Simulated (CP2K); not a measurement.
The C K edge of methylsilane was computed by TDDFT (CP2K XAS_TDP, aug-pc-1, TDA) at these levels: BHandHLYP, PBEh(45%) and PBEh(45%) + GW2X. The first three lines of C1 (bonded to Si and 3 H) with a strength over 0.0015, energy in eV and strength:

```csv
run,first,second,third
1,285.94 (0.051),286.09 (0.021),286.62 (0.007)
2,289.81 (0.059),290.33 (0.006),291.06 (0.007)
3,283.96 (0.061),284.49 (0.006),285.22 (0.007)
```

**Question.** Which run is which?

Run 1: BHandHLYP (50 % exact exchange). Run 2: PBEh(45%) + GW2X (45 % exact exchange). Run 3: PBEh(45%) (45 % exact exchange). Self-interaction lifts the core level, so the uncorrected lines rise with the share of exact exchange. The GW2X run keeps the spacings of its parent: 0.52 eV between the first two lines in run 2, 0.53 eV in run 3. Its shift is +5.85 eV, since the Kohn–Sham level at this share of exchange lies that far above the quasiparticle level.

[Banner, clock and machine lines of the logs are left out without a mark of their own.]

[Logs are printed without paths, hosts, clocks, repeated set-up lines and the standing remarks that a program may print on its own settings, such as how far it seeks lower states.]

[Hosts, paths, dates, database ids (printed as entryN), source tags and the programs' standing remarks are cut or masked in the printed files.]
